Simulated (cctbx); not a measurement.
## Symmetry from intensities

Cell: a = 11.8530 Å, b = 3.9190 Å, c = 8.3860 Å, α = 90.00°, β = 110.70°, γ = 90.00°. Expected content of the cell: Pb6 In4 Ge4 Si4.

The data are simulated with cctbx, not measured: Mo Kα, λ = 0.71073 Å, to d = 0.77 Å, 70 % of the full sphere, strongest reflection 40000 counts, noise from counting, a 6 % proportional error and a noise floor of 2 counts (s.d.); no absorption.

Tests on the unmerged data give:

```text
2308 reflections to d = 0.770 A
centring   violations  <I/sigma> of those
    A        535 of  1159      6.4
    B        535 of  1143      6.5
    C          0 of  1168      0.0
    I        549 of  1165      6.5
    R        720 of  1532      6.5
    F        535 of  1735      4.3
Laue class    unique    Rint  (classes that these axes allow; Friedel mates merged)
C 1 2/m 1         457   0.040
space group    extra absences  I>4sigma  <I/sigma>
C 1 2 1                 0          0         -  acentric
C 1 m 1                 0          0         -  acentric
C 1 2/m 1               0          0         -  centric
Wilson B = 0.63 A^2   <|E^2-1|> = 0.894 (0.968 centric, 0.736 acentric)   E^2>4: 2.4 %
shell (A)         n   <I/sigma>
 7.85 - 1.54     64     19.7
 1.54 - 1.22     58     20.4
 1.22 - 1.07     59     18.6
 1.07 - 0.97     60     18.0
 0.97 - 0.90     60     19.4
 0.90 - 0.85     48     19.5
 0.85 - 0.81     61     18.5
 0.81 - 0.77     47     18.4
```

**Question.** What are the lattice type, the Laue class and the likely space group?

The reflections that C centring forbids are absent (⟨I/σ⟩ near 0), so the lattice is C.

Only C 1 2/m 1 fits these axes (Rint 0.040); a search for a hidden higher lattice was not made.

3 settings pass the absence test. No glide or screw absences show, which leaves C 1 2 1, C 1 m 1 and C 1 2/m 1.

⟨|E²−1|⟩ = 0.894 leans to a centrosymmetric structure. The Wilson B of 0.63 Å² means U ≈ 0.0080 Å².

The true group is C2/m (no. 12), Laue class 2/m, centrosymmetric. The tables only narrow the choice to the tied entries; cell content, site symmetry and trial solutions must settle it.

The model is made up (kin elements in a known structure type, no relaxation), so it says nothing on whether the phase exists.

[Logs are printed without paths, hosts, clocks, repeated set-up lines and the standing remarks that a program may print on its own settings, such as how far it seeks lower states.]
